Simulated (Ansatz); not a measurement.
The compound is Cs2TcCl6 (started from the K2PtCl6 type) (Fm-3m).

The structure was built from a prototype and need not be the compound's stable phase.

```
Cs Tc Cl
1.0
     0.00000    4.87891    4.87891
     4.87891    0.00000    4.87891
     4.87891    4.87891    0.00000
Cs Tc Cl
2 1 6
Direct
  0.25000 0.25000 0.25000
  0.75000 0.75000 0.75000
  0.00000 0.00000 0.00000
  0.23797 0.23797 0.76203
  0.76203 0.76203 0.23797
  0.23797 0.76203 0.23797
  0.76203 0.23797 0.76203
  0.76203 0.23797 0.23797
  0.23797 0.76203 0.76203
```

The structure was relaxed with LDA. The structure type comes from a generator and need not be one that this composition takes. The structure was generated from a model, not taken from a measurement. The runs that relaxed it are not among those shown. The program's search for lower electronic states was switched off, so nothing shows that the state found is the lowest. Spin-orbit coupling is left out unless a run names it. PAW set soft_2, made with PBE.

A constrained-RPA run (Ansatz 0.2.0; non-magnetic LDA; Tc t2g, bands v2 to c1, 2×2×2 mesh, medium accuracy) builds 3 functions on bands 0.60 eV wide, with 3.0 electrons in the window. The bare on-site interaction is 10.7 eV and the bare J 0.34 eV.

Question: Estimate U, U′ and J.

On the Tc t2g shell, U = 3.01 eV (28 % of the bare value), U′ = 2.45 eV, J = 0.24 eV.

The parent state is non-magnetic and the interaction static (zero frequency); U depends on the window and the orbitals, so it belongs to this model alone. Coarse meshes can leave U off its limit, most where the target bands are metallic.

[Paths, hosts, dates, memory and timing lines, banners, echoed tables and standing remarks are left out of the program output.]

[Logs are printed without paths, hosts, clocks, repeated set-up lines and the standing remarks that a program may print on its own settings, such as how far it seeks lower states.]

[Runs of the session that timed out or met a known fault of the program may be left out.]

[Hosts, paths, dates, database ids (printed as entryN), source tags and the programs' standing remarks are cut or masked in the printed files.]
